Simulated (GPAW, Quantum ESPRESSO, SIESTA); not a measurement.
**How stiff is bcc W? Volume scan at PBE**

What equilibrium volume and bulk modulus does PBE give for bcc W, and do programs with other bases and potentials agree?

Numbers are calculated unless marked as measured.

**Measured values to reproduce.**

For W, body-centred cubic (as-printed pure W, laser powder bed fusion), “Alloying Effects on the Microstructure and Properties of Laser Additively Manufactured Tungsten Materials” (2023, arxiv:2311.02034) gives, by synchrotron XRD, Rietveld refinement: lattice constant a (a of BCC W) 3.16047 ± 6e-05 Å [as-printed laser additively manufactured sample, below full density, with slight …].

## 1. Set-up

The cell holds 1 atom (1 W). It starts from typed lattice constants, and its volume is changed by -8 to +8 %. Symmetry fixes shape and atoms, so all levels solve the scaled cells as they are.

## 2. One input

Quantum ESPRESSO 7.5: Kohn-Sham DFT, PBE, GBRV 1.5 ultrasoft pseudopotentials, plane waves. Its pw.in for the cell at +0 %:

```
&control
  calculation = 'scf'
  pseudo_dir = './pseudo'
  outdir = './tmp'
  disk_io = 'none'
  tprnfor = .true.
  tstress = .true.
/
&system
  ibrav = 0
  nat = 1
  ntyp = 1
  ecutwfc = 45
  ecutrho = 270
  occupations = 'smearing'
  smearing = 'fd'
  degauss = 0.007350
/
&electrons
  conv_thr = 1.0e-08
  electron_maxstep = 100
  mixing_beta = 0.3
  mixing_mode = 'plain'
  diagonalization = 'david'
/
ATOMIC_SPECIES
W 183.840 W.upf
CELL_PARAMETERS angstrom
-1.59000 1.59000 1.59000
1.59000 -1.59000 1.59000
1.59000 1.59000 -1.59000
ATOMIC_POSITIONS crystal
W 0.00000 0.00000 0.00000
K_POINTS automatic
14 14 14 0 0 0
```

Run time: 6.2 s. Hardware: 2 MPI ranks of Arm Neoverse V2, shared host; peak memory 0.17 GiB; 12 s of CPU time.

## 3. The levels

| level | basis or training data | k-meshes | runs with an energy | CPU time | peak memory (GiB) |
| --- | --- | --- | --- | --- | --- |
| QE, PBE (reference) | plane waves, GBRV 1.5 ultrasoft, 45/270 Ry | 14×14×14 | 9 of 9 | 1.8 min | 0.17 |
| GPAW plane waves, PBE | plane waves, PAW, 650 eV | 14×14×14 | 9 of 9 | 2.6 min | 0.34 |
| SIESTA DZP, PBE | DZP orbitals, shift 0.01 Ry, mesh 400 Ry | 14×14×14 | 9 of 9 | 4.9 min | 0.35 |

CPU times are sums over those runs, relaxations that stopped short among them, on a shared host, and rough.

## 4. Energy and pressure

Energy over each level's lowest row (meV an atom), then pressure (GPa):

| volume change (%) | volume (Å³/atom) | E, QE, PBE | E, GPAW plane waves, PBE | E, SIESTA DZP, PBE | P, QE, PBE | P, GPAW plane waves, PBE | P, SIESTA DZP, PBE |
| --- | --- | --- | --- | --- | --- | --- | --- |
| -8 | 14.793 | 127.03 | 121.36 | 120.32 | 29.95 | 31.26 | 31.36 |
| -6 | 15.114 | 71.55 | 67.55 | 66.45 | 21.15 | 22.50 | 22.56 |
| -4 | 15.436 | 32.77 | 30.43 | 29.30 | 13.21 | 14.59 | 14.38 |
| -2 | 15.757 | 9.42 | 8.36 | 7.87 | 6.01 | 7.44 | 7.13 |
| +0 | 16.079 | 0.00 | 0.00 | 0.00 | -0.48 | 0.98 | 0.48 |
| +2 | 16.400 | 2.82 | 3.98 | 5.28 | -6.33 | -4.86 | -5.37 |
| +4 | 16.722 | 17.09 | 19.10 | 21.30 | -11.62 | -10.14 | -10.56 |
| +6 | 17.043 | 41.48 | 44.28 | 47.59 | -16.38 | -14.90 | -15.59 |
| +8 | 17.365 | 75.09 | 78.56 | 83.39 | -20.70 | -19.19 | -20.01 |

## 5. Fits

Third-order Birch–Murnaghan fits: the energy is a cubic in V^(−2/3), fitted to the energies of the rows that share one k-mesh, or through its derivative to the printed pressures. A tick marks the fit quoted below: that to energies where it misses by under 0.12 meV an atom, else that to pressures.

```
                level           fitted to  V0 (Å³/atom)  a (Å)  B0 (GPa)    B′    r.m.s. miss
              QE, PBE  energies, 9 rows ✓        16.159  3.185     304.2  4.10  0.04 meV/atom
              QE, PBE   pressures, 9 rows        16.054  3.178     309.6  4.08       0.01 GPa
GPAW plane waves, PBE  energies, 9 rows ✓        16.131  3.183     302.8  4.07  0.02 meV/atom
GPAW plane waves, PBE   pressures, 9 rows        16.130  3.183     302.6  4.08       0.01 GPa
      SIESTA DZP, PBE  energies, 9 rows ✓        16.109  3.182     309.6  4.15  0.11 meV/atom
      SIESTA DZP, PBE   pressures, 9 rows        16.108  3.182     309.6  4.07       0.07 GPa
```

## 6. What came out

From its energies, the reference gives V0 = 16.159 Å³ an atom (a = 3.185 Å), B0 = 304 GPa and B′ = 4.1. GPAW plane waves, PBE (energies) lies -0.17 % from it in volume and -0.5 % in bulk modulus. SIESTA DZP, PBE (energies) lies -0.31 % from it in volume and +1.8 % in bulk modulus. Pressures and energies put V0 over 0.3 % apart for QE, PBE (-0.7 %), so stress and energy aren't fully consistent there.

Calculation against experiment:

```
              quantity  measured         QE, PBE  GPAW plane waves, PBE  SIESTA DZP, PBE
lattice constant a (Å)   3.16047  3.185 (+0.8 %)         3.183 (+0.7 %)   3.182 (+0.7 %)
```

Measured values from arxiv:2311.02034 (2023).

**Against experiment.** The reference's lattice constant a lies +0.8 % from the measured 3.16047 Å, the other levels' +0.7 to +0.7 %. The grades are ours: good and fair within 0.7 and 1.5 % for the lattice constant a. For lattice constants the calculation has a static lattice, without zero-point motion or thermal motion. As a rule both would widen the computed cell, so the excess over experiment is if anything larger than shown.

Caveats: The nuclei are static, without zero-point or thermal motion. Spin–orbit coupling is left out. SIESTA's automatically made basis is far from complete, and its potentials were converted by us (checked for H, C, O, Si, Ge and Ca alone). The DFT runs use Fermi–Dirac occupations of width 0.1 eV, and energies are free energies.

[Logs are printed without paths, hosts, clocks, repeated set-up lines and the standing remarks that a program may print on its own settings, such as how far it seeks lower states.]

[Hosts, paths, dates, database ids (printed as entryN), source tags and the programs' standing remarks are cut or masked in the printed files.]
